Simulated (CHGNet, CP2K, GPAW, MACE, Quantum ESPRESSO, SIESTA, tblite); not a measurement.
# GPAW on glassy 86SiO2-5SrO-5ZnO-5MgO (mol %) (63 atoms): settings against a plane-wave reference

Aim: run glassy 86SiO2-5SrO-5ZnO-5MgO (mol %) (63 atoms) in GPAW and see how near its forces come to a plane-wave reference, and at what cost.

Calculated with GPAW 26.7.0; the method is named at each step.

## 1. Set-up

The cell holds 63 atoms: 19 Si, 1 Sr, 1 Zn, 1 Mg and 41 O. Its edges and angles: a = 9.658 Å, b = 9.658 Å, c = 9.658 Å, α = 90.0°, β = 90.0°, γ = 90.0°. 63 atoms (19 Si, 1 Sr, 1 Zn, 1 Mg, 41 O) placed at random at 2.44 g/cm³, melted at 4000 K for 10 ps at fixed volume with the Morse and Coulomb pair potential with partial charges (Pedone, Malavasi, Menziani, Cormack and Segre, J. Phys. Chem. B 110, 11780 (2006)). Quenched from 4000 K to 300 K at 50 K/ps and fixed volume, held 10 ps at zero pressure. Then every atom was moved at random, 0.05 Å r.m.s. a Cartesian component.

The yardstick, on the same geometry:

* method: Kohn-Sham DFT, PBE, SSSP efficiency 1.3.0 pseudopotentials, plane waves (Quantum ESPRESSO 7.5); sssp-pbe-1.3.0-efficiency, cutoffs 60/480 Ry, Γ point
* r.m.s. force component: 2.683 eV/Å
* longest force: 12.65 eV/Å
* pressure: 5.8 GPa
* gap (highest filled to lowest empty level): 2.472 eV
* time: 2.1 min on 4 MPI ranks of Arm Neoverse V1, shared host
* CPU time: 8.3 min

## 2. PBE, LCAO dzp, h 0.18 Å

Method: Kohn-Sham DFT, PBE, PAW, atomic orbitals (dzp).

File run.py:

```python
import numpy as np
from ase.io import read
from gpaw import GPAW, FermiDirac

atoms = read("structure.xyz")
atoms.calc = GPAW(
    mode="lcao",
    basis="dzp",
    h=0.18,
    xc="PBE",
    kpts={"size": (1, 1, 1), "gamma": True},
    occupations=FermiDirac(0.05),
    maxiter=200,
    symmetry={"point_group": False},
    txt="gpaw.txt",
)
energy = atoms.get_potential_energy(force_consistent=True)
forces = atoms.get_forces()
print(f"energy {energy:.6f} eV")
print("forces (eV/A)")
for i, (a, f) in enumerate(zip(atoms, forces)):
    print(f"{i:4d} {a.symbol:2s} {f[0]:10.5f} {f[1]:10.5f} {f[2]:10.5f}")
print(f"Fermi level {atoms.calc.get_fermi_level():.4f} eV")
for k in range(len(atoms.calc.get_ibz_k_points())):
    for s in range(atoms.calc.get_number_of_spins()):
        e = atoms.calc.get_eigenvalues(kpt=k, spin=s)
        n = np.searchsorted(e, atoms.calc.get_fermi_level())
        print(f"k {k} spin {s} levels about the Fermi level:", np.round(e[max(n - 6, 0):n], 4).tolist(), "|", np.round(e[n:n + 6], 4).tolist())
```

File structure.xyz:

```xyz
63
Lattice="9.65803 0.00000 0.00000 0.00000 9.65803 0.00000 0.00000 0.00000 9.65803" Properties=species:S:1:pos:R:3 pbc="T T T"
Si 5.77483 1.73835 2.40070
Si 7.90065 7.49743 5.51966
Si 3.46105 0.09668 0.86410
Si 2.75051 5.03299 0.51670
Si 1.15829 2.42494 1.43354
Si 5.13962 3.87895 4.29502
Si 6.75135 6.12821 0.98377
Si 7.90645 3.03011 0.46919
Si 4.80757 0.39965 7.92944
Si 4.46713 3.55811 8.25597
Si 3.42290 8.91079 5.18240
Si 5.91516 6.15497 7.59730
Si 8.09324 0.30181 3.89170
Si 2.44986 3.72800 5.88541
Si 5.40299 6.78873 3.70743
Si 9.09555 8.11110 1.31098
Si 1.33059 1.59715 4.27899
Si 2.17113 7.09431 2.03137
Si 1.35280 6.70596 5.15343
Sr 8.46072 3.44512 6.22711
Zn 3.09665 7.64105 8.04166
Mg 8.07382 0.46832 8.53113
O 6.86589 0.99381 3.32449
O 0.64699 7.31876 1.47497
O 4.81540 5.34050 4.20337
O 6.52564 3.61944 4.98007
O 6.83624 6.98681 4.17459
O 2.91682 5.88918 1.81030
O 1.43287 2.44242 3.05300
O 2.75408 8.54456 1.71720
O 4.14658 4.08960 0.02386
O 5.74189 6.41902 2.09183
O 2.31242 0.37270 4.48587
O 6.20210 9.41812 8.10772
O 7.19620 6.53907 6.75879
O 4.74837 6.92162 6.95813
O 9.38036 1.07330 4.31511
O 7.90075 2.70763 8.53895
O 5.02160 2.93411 3.08729
O 2.65625 6.11199 9.01519
O 9.43464 6.92046 5.46461
O 1.69218 3.81569 0.71469
O 4.41015 8.00216 4.23398
O 5.51860 4.54797 7.42712
O 2.95796 3.76586 7.58590
O 1.34643 2.58710 5.75223
O 4.68328 0.73391 1.63057
O 1.75361 7.05857 3.74490
O 2.25602 7.93243 5.95331
O 2.13085 1.18543 0.95257
O 7.77858 7.21339 1.20358
O 1.81986 5.20549 5.70509
O 6.02429 6.31490 9.16470
O 7.45252 4.66860 0.90670
O 7.94740 8.99143 5.17535
O 4.00760 9.63021 6.48054
[... 3 atom lines left out ...]
O 9.14133 9.12771 0.10363
O 4.80806 2.01785 8.21715
O 6.76738 2.17151 1.15645
O 9.31333 2.39336 1.02955
```

Command:

```console
$ OMP_NUM_THREADS=1 python run.py > output.txt
```

What it wrote:

```text
energy -430.090349 eV
forces (eV/A)
   0 Si    0.68096   -0.50093   -3.15544
   1 Si   -3.43545   -6.37736   -0.73025
   2 Si   -4.78265    2.36012    5.01748
   3 Si    2.56271   -4.24855   -5.79472
   4 Si    4.10874    0.09215   -1.29820
   5 Si    0.74519   -2.88967    4.95417
   6 Si   -0.65694   -3.22394   -4.80912
   7 Si   -0.67915    3.64205   -0.13483
   8 Si   -0.93310    1.10865   -1.51415
   9 Si   -1.06474    2.84378   -3.38035
  10 Si   -2.27236   -0.80646   -0.05341
  11 Si   -2.31963   -1.93177    1.04999
  12 Si    3.17319   -4.32411   -2.44142
  13 Si    4.04439    1.61455    4.97262
  14 Si   -2.19471   -2.02404   -1.83455
  15 Si   -7.87421    6.87746    0.63762
  16 Si   -2.41317   -2.67887    6.13216
  17 Si   -7.64426    9.48481    4.50404
  18 Si    0.89015   -0.46751    4.25681
  19 Sr   -0.99335    0.61621    0.16670
  20 Zn    1.17532   -1.80327   -1.25692
  21 Mg   -1.32549    0.02726    1.24424
  22 O    -3.96295    1.43911    0.61415
  23 O     7.55004   -6.49707    0.76621
[...]
55 O     1.33107    1.80841    1.51472
  56 O    -0.02904   -0.86788   -0.48513
  57 O     0.73916   -1.43346   -4.75090
  58 O     0.56334   -1.47474   -1.21233
  59 O     0.09286    1.54693   -2.59702
  60 O     0.84010   -2.99815   -0.24349
  61 O    -1.86807   -1.19487    0.57570
  62 O    -2.19517   -0.38441    0.28727
Fermi level 3.8337 eV
k 0 spin 0 levels about the Fermi level: [1.8721, 1.9373, 2.0006, 2.0727, 2.2931, 2.6943] | [4.9642, 5.9353, 6.5781, 6.9216, 7.0182, 7.3166]
```

gpaw.txt:

```text
Input parameters:
  mode=LCAO(),
  basis={'default': 'dzp'},
  h=0.18,
  kpts=MonkhorstPack(size=(1, 1, 1), gamma=True),
  maxiter=200,
  occupations=Occupations(name='fermi-dirac', width=0.05, fixmagmom=False),
  symmetry=Symmetry(point_group=False),
  xc=XC(name='PBE')
Unit cell  # Å
| periodic |        x |        y |        z |  lengths |    angles |
|----------|----------|----------|----------|----------|-----------|
|      yes | 9.658030 | 0.000000 | 0.000000 | 9.658030 | 90.000000 |
|      yes | 0.000000 | 9.658030 | 0.000000 | 9.658030 | 90.000000 |
|      yes | 0.000000 | 0.000000 | 9.658030 | 9.658030 | 90.000000 |
Number of symmetries: 1
Symmetry operations  # r_c * U_cc + t_c -> r_c
|   | kind |            matrix            |
|---|------|------------------------------|
| 0 |  E   |  1, 0, 0,  0, 1, 0,  0, 0, 1 |
BZ-sampling:
  Number of BZ points: 1
  Number of IBZ points: 1
  Monkhorst-Pack size: [1, 1, 1]
  Monkhorst-Pack shift: [0, 0, 0]
[... lines left out ...]
Reference energy: -374323.226650  # eV
eigensolver:
density mixing:
  MSR1-Mixer
occupation numbers:
  Fermi-Dirac:
    width: 0.0500  # eV
FastPoissonSolver using
    Stencil: 6*3+1=19 point O(h^6) finite-difference Laplacian
xc functional:
  name: PBE with 2 nearest neighbor stencil
interpolation: tri-quintic # 5. degree polynomial
Initialization done in: 12.777 s
convergence criteria:
- Maximum [total energy] change in last 3 cyles: 0.0005 eV / valence electron
- Maximum integral of absolute [dens]ity change: 0.0001 electrons / valence electron
- Maximum integral of absolute [eigenst]ate change: 4e-08 eV^2 / valence electron
maximum number of iterations: 200
SCF iterations
|iter     |      energy | eigst |  dens |
|---------|-------------|-------|-------|
|iter:   1| -473.595958 |      c|       |
|iter:   2| -462.541826 |      c| -0.79 |
|iter:   3| -429.628555 |      c| -0.83 |
|iter:   4| -429.960005 |      c| -1.46 |
|iter:   5| -430.134704 |      c| -1.76 |
|iter:   6| -430.091070c|      c| -2.28 |
|iter:   7| -430.090517c|      c| -3.07 |
|iter:   8| -430.090361c|      c| -3.48 |
|iter:   9| -430.090349c|      c| -4.02c|
Converged in 9 steps
SCF loop duration: 68.024 s (7.558 s/step)
Energy contributions relative to reference atoms: (reference = -374323.226650)
Energy contributions:
  Kinetic:         561.804811
  Coulomb:        -472.065863
  Zero:              7.470791
  External:          0.000000
  Xc:             -527.300088
  Entropy:          -0.000000
  Spinorbit:         0.000000
  ----------------------------
  Free energy:    -430.090349
  Extrapolated:   -430.090349
dipole moment: (52.467103, 4.300817, -69.860444)  # |e|*Ang
Fermi level: 3.834
Eigenvalues  # (at kpt = [0.000, 0.000, 0.000])
| band index |      eig [eV] | occ [0-2] |
|------------|---------------|-----------|
|          0 |       -72.786 |     2.000 |
|        ... |               |           |
|        169 |         1.659 |     2.000 |
|        170 |         1.766 |     2.000 |
[...]
|        184 |         7.691 |     0.000 |
|        ... |               |           |
|        216 |        10.716 |     0.000 |
Gap: 2.270 eV
Transition (v -> c):
  (s=0, k=0, n=176, [0.00, 0.00, 0.00]) -> (s=0, k=0, n=177, [0.00, 0.00, 0.00])
No difference between direct/indirect transitions
Force computation time: 18.167  # s
timing:  # [seconds]
  Total:  99.000  # ━━━━━━━━━━━━━━━━━━━━━━━━━━━━━━━━━━━━━━━━━━━━━━━━━━━━━━━━━
  Init:   12.776  # ━━━━━━━╸
  SCF:    68.024  # ━━━━━━━━━━━━━━━━━━━━━━━━━━━━━━━━━━━━━━━
  Forces: 18.167  # ━━━━━━━━━━╸
```

Run time: 1.7 min. Hardware: 1 thread of Arm Neoverse V1, shared host; peak memory 1.1 GiB.

Banners, paths, timers and routine set-up lines are dropped from the logs unmarked, and long logs keep their key lines alone; longer cuts are marked.

Numbers from this run, and their distance from the reference:

```yaml
r_m_s_force_component: 2.909 eV/Å
r_m_s_difference_of_force_components: 352.1 meV/Å
longest_difference_of_force_vectors: 1460 meV/Å
force_difference_over_r_m_s_force: 13.12 %
slope_of_forces_against_the_reference_s: 1.079
correlation_of_force_components: 0.9953
spacing_of_highest_filled_and_lowest_empty_level: 2.27 eV
gap_difference: -0.2022 eV
```

Length of the force difference by element (eV/Å):

| element | atoms | mean | most |
| --- | --- | --- | --- |
| Mg | 1 | 0.16 | 0.16 |
| O | 41 | 0.66 | 1.5 |
| Si | 19 | 0.35 | 0.71 |
| Sr | 1 | 0.15 | 0.15 |
| Zn | 1 | 0.089 | 0.089 |

Levels nearest the highest filled one (eV from it): -0.82, -0.76, -0.69, -0.62, -0.40, 0.00, 2.27, 3.24, 3.88, 4.23, 4.32, 4.62.

The surroundings of Sr20, the only Sr atom, nearest first, numbered as they follow in the input and with coordinates relative to it.

| atom | x | y | z | distance (Å) | bonds | Fx | Fy | Fz (eV/Å) |
| --- | --- | --- | --- | --- | --- | --- | --- | --- |
| Sr20 | 0.00 | 0.00 | 0.00 | 0.00 | 3 | -0.99 | 0.62 | 0.17 |
| O26 | -1.94 | 0.17 | -1.25 | 2.31 | 2 | 2.76 | -0.81 | 1.10 |
| O38 | -0.56 | -0.74 | 2.31 | 2.49 | 3 | 0.81 | -1.16 | -1.64 |
| O46 | 2.54 | -0.86 | -0.47 | 2.73 | 3 | -2.61 | -2.33 | -1.71 |
| O37 | 0.92 | -2.37 | -1.91 | 3.18 | 2 | 3.03 | 4.05 | 2.37 |
| O44 | -2.94 | 1.10 | 1.20 | 3.36 | 2 | 1.08 | -1.92 | -0.01 |
| O35 | -1.26 | 3.09 | 0.53 | 3.38 | 2 | 5.30 | 1.60 | -2.51 |
| O52 | 3.02 | 1.76 | -0.52 | 3.53 | 2 | -1.59 | 1.52 | -0.68 |
| Si14 | 3.65 | 0.28 | -0.34 | 3.67 | 4 | 4.04 | 1.61 | 4.97 |

Atoms are counted from 1 here, from 0 in the log.

Forces lie 13 % from the reference's, at 0.20 times its CPU time (on 1 against 4 cores).

The forces add up to 0.55 eV/Å instead of zero, usually a sign of too coarse a grid.

## 3. PBE, LCAO sz(dzp), h 0.18 Å

Method: Kohn-Sham DFT, PBE, PAW, atomic orbitals (sz(dzp)).

run.py: that of step 2 with these lines changed.

```diff
@@ -7,3 +7,3 @@
     mode="lcao",
-    basis="dzp",
+    basis="sz(dzp)",
     h=0.18,
```

structure.xyz is that of step 2.

What it wrote:

```text
energy -319.758647 eV
forces (eV/A)
   0 Si    0.09313   -1.33670   -3.76630
   1 Si   -2.98781   -6.85722    0.09568
   2 Si   -5.46411    2.52305    6.06434
   3 Si    3.39966   -6.42592   -5.27607
   4 Si    4.28482    0.09590   -1.53360
   5 Si   -1.30882   -2.74777    4.75848
   6 Si   -1.34029   -3.16358   -4.80443
   7 Si   -0.46371    4.46909    0.99485
   8 Si   -2.14594    1.56661   -2.51417
   9 Si    0.12722    1.63953   -3.39870
  10 Si   -1.73306   -0.13872   -0.94973
  11 Si   -1.11930   -2.02136    1.38077
  12 Si    2.62455   -3.86889   -1.78404
  13 Si    4.11109    2.79628    5.72983
  14 Si   -3.98158   -1.58830   -2.73454
  15 Si   -8.13987    6.54427    1.38587
  16 Si   -2.66721   -3.28852    6.80119
  17 Si   -7.73720   10.53546    6.49318
  18 Si    0.20823   -1.18137    5.13601
  19 Sr   -1.38999    0.46155    0.36293
  20 Zn    0.83164   -1.91272   -1.57803
  21 Mg   -1.18347   -0.43953    1.08142
  22 O    -4.28053    1.61141    0.66146
  23 O     7.86011   -6.79117    0.75537
[...]
55 O     1.51791    2.10390    2.01744
  56 O     0.49168   -1.40713   -0.82582
  57 O     0.59176   -2.45795   -5.96166
  58 O     0.94244   -1.94571   -1.66100
  59 O    -0.44437    3.15237   -4.53019
  60 O     0.79581   -2.97563   -0.10067
  61 O    -2.05209   -1.50973    0.59348
  62 O    -2.74348   -0.42206    0.27081
Fermi level 4.9356 eV
k 0 spin 0 levels about the Fermi level: [3.215, 3.2425, 3.2615, 3.3647, 3.5772, 3.9509] | [5.9217, 6.9331, 7.6173, 7.8883, 8.0403, 8.2494]
```

gpaw.txt:

```text
Input parameters:
  mode=LCAO(),
  basis={'default': 'sz(dzp)'},
  h=0.18,
  kpts=MonkhorstPack(size=(1, 1, 1), gamma=True),
  maxiter=200,
  occupations=Occupations(name='fermi-dirac', width=0.05, fixmagmom=False),
  symmetry=Symmetry(point_group=False),
  xc=XC(name='PBE')
Unit cell  # Å
| periodic |        x |        y |        z |  lengths |    angles |
[... lines left out ...]
  Fermi-Dirac:
[... lines left out ...]
convergence criteria:
- Maximum [total energy] change in last 3 cyles: 0.0005 eV / valence electron
[... lines left out ...]
Converged in 10 steps
[... lines left out ...]
  Free energy:    -319.758647
  Extrapolated:   -319.758647
dipole moment: (50.142466, 2.854910, -71.343021)  # |e|*Ang
Fermi level: 4.936
Eigenvalues  # (at kpt = [0.000, 0.000, 0.000])
| band index |      eig [eV] | occ [0-2] |
|------------|---------------|-----------|
|          0 |       -72.328 |     2.000 |
|        ... |               |           |
|        169 |         2.933 |     2.000 |
|        170 |         3.004 |     2.000 |
[...]
|        184 |         8.568 |     0.000 |
|        ... |               |           |
|        216 |        12.660 |     0.000 |
Gap: 1.971 eV
Transition (v -> c):
  (s=0, k=0, n=176, [0.00, 0.00, 0.00]) -> (s=0, k=0, n=177, [0.00, 0.00, 0.00])
No difference between direct/indirect transitions
Force computation time: 4.785  # s
timing:  # [seconds]
  Total:  37.887  # ━━━━━━━━━━━━━━━━━━━━━━━━━━━━━━━━━━━━━━━━━━━━━━━━━━━━━━━━━
  Init:    7.016  # ━━━━━━━━━━╸
  SCF:    26.062  # ━━━━━━━━━━━━━━━━━━━━━━━━━━━━━━━━━━━━━━━
  Forces:  4.785  # ━━━━━━━
```

Run time: 39 s. Hardware: 1 thread; peak memory 0.88 GiB.

Compared with the plane-wave run:

```
r.m.s. force component                           : 3.315 eV/Å
r.m.s. difference of force components            : 1029 meV/Å
longest difference of force vectors              : 4104 meV/Å
force difference over r.m.s. force               : 38.36 %
slope of forces against the reference's          : 1.19
correlation of force components                  : 0.963
gap (highest filled to lowest empty level) : 1.971 eV
gap difference                                   : -0.5013 eV
```

This is a coarse setting, run to see what it loses.

Against the first run (13 %), the force difference from the reference is 38 %, at 0.39 times the CPU time, with 270 basis functions against 849: the smaller basis costs accuracy.

The forces add up to 0.56 eV/Å instead of zero, usually a sign of too coarse a grid.

## 4. PBE, LCAO dzp, h 0.25 Å

Method: Kohn-Sham DFT, PBE, PAW, atomic orbitals (dzp).

run.py: that of step 3 with these lines changed.

```diff
@@ -7,4 +7,4 @@
     mode="lcao",
-    basis="sz(dzp)",
-    h=0.18,
+    basis="dzp",
+    h=0.25,
     xc="PBE",
```

structure.xyz is that of step 3.

What it wrote:

```text
energy -412.322497 eV
forces (eV/A)
   0 Si    0.68009   -0.50820   -3.15153
   1 Si   -3.42009   -6.37094   -0.72805
   2 Si   -4.77754    2.35045    5.00777
   3 Si    2.56277   -4.22817   -5.77705
   4 Si    4.08603    0.08750   -1.26989
   5 Si    0.74969   -2.88260    4.95359
   6 Si   -0.65519   -3.24731   -4.80640
   7 Si   -0.66210    3.65051   -0.15649
   8 Si   -0.92347    1.10315   -1.51543
   9 Si   -1.06625    2.82336   -3.39386
  10 Si   -2.27167   -0.80774   -0.05587
  11 Si   -2.31641   -1.93114    1.05532
[...]
58 O     0.28828   -1.36856   -1.45571
  59 O     0.42047    1.80444   -2.73173
  60 O     0.96120   -2.99536   -0.25087
  61 O    -1.92212   -1.24435    0.81285
  62 O    -2.13696   -0.20633    0.03957
Fermi level 3.8377 eV
k 0 spin 0 levels about the Fermi level: [1.8788, 1.9467, 2.0071, 2.0789, 2.299, 2.7022] | [4.9649, 5.9385, 6.5838, 6.928, 7.0251, 7.321]
```

gpaw.txt:

```text
Input parameters:
  mode=LCAO(),
  basis={'default': 'dzp'},
  h=0.25,
  kpts=MonkhorstPack(size=(1, 1, 1), gamma=True),
  maxiter=200,
  occupations=Occupations(name='fermi-dirac', width=0.05, fixmagmom=False),
  symmetry=Symmetry(point_group=False),
  xc=XC(name='PBE')
[... lines left out ...]
  Fermi-Dirac:
[... lines left out ...]
convergence criteria:
- Maximum [total energy] change in last 3 cyles: 0.0005 eV / valence electron
[... lines left out ...]
Converged in 9 steps
[... lines left out ...]
  Free energy:    -412.322497
[... lines left out ...]
Fermi level: 3.838
[... lines left out ...]
|          0 |       -72.781 |     2.000 |
|        ... |               |           |
|        169 |         1.664 |     2.000 |
|        170 |         1.771 |     2.000 |
[...]
|        184 |         7.696 |     0.000 |
|        ... |               |           |
|        216 |        10.724 |     0.000 |
Gap: 2.263 eV
Transition (v -> c):
  (s=0, k=0, n=176, [0.00, 0.00, 0.00]) -> (s=0, k=0, n=177, [0.00, 0.00, 0.00])
No difference between direct/indirect transitions
Force computation time: 9.964  # s
timing:  # [seconds]
  Total:  56.421  # ━━━━━━━━━━━━━━━━━━━━━━━━━━━━━━━━━━━━━━━━━━━━━━━━━━━━━━━━━
  Init:    8.650  # ━━━━━━━━╸
  SCF:    37.778  # ━━━━━━━━━━━━━━━━━━━━━━━━━━━━━━━━━━━━━━
  Forces:  9.964  # ━━━━━━━━━━
```

Wall time 58 s (1 thread); peak memory 0.66 GiB.

Numbers from this run, and their distance from the reference:

```
r.m.s. force component                           : 2.91 eV/Å
r.m.s. difference of force components            : 372.1 meV/Å
longest difference of force vectors              : 1412 meV/Å
force difference over r.m.s. force               : 13.87 %
slope of forces against the reference's          : 1.079
correlation of force components                  : 0.9945
gap (highest filled to lowest empty level) : 2.263 eV
gap difference                                   : -0.2094 eV
energy less the same-level run's                 : 282 meV/atom
r.m.s. force difference from the same-level run  : 144.4 meV/Å
```

This is a coarse setting, run to see what it loses.

Against the first run (13 %), the force difference from the reference is 14 %, at 0.58 times the CPU time.

The forces add up to 1.7 eV/Å instead of zero, usually a sign of too coarse a grid.

(Part 1 of 2 ends here.)

[Also dropped from logs without a mark: logging warnings of Python, and SIESTA's first energy breakdown and zero terms.]

[Logs are printed without paths, hosts, clocks, repeated set-up lines and the standing remarks that a program may print on its own settings, such as how far it seeks lower states.]

[Hosts, paths, dates, database ids (printed as entryN), source tags and the programs' standing remarks are cut or masked in the printed files.]
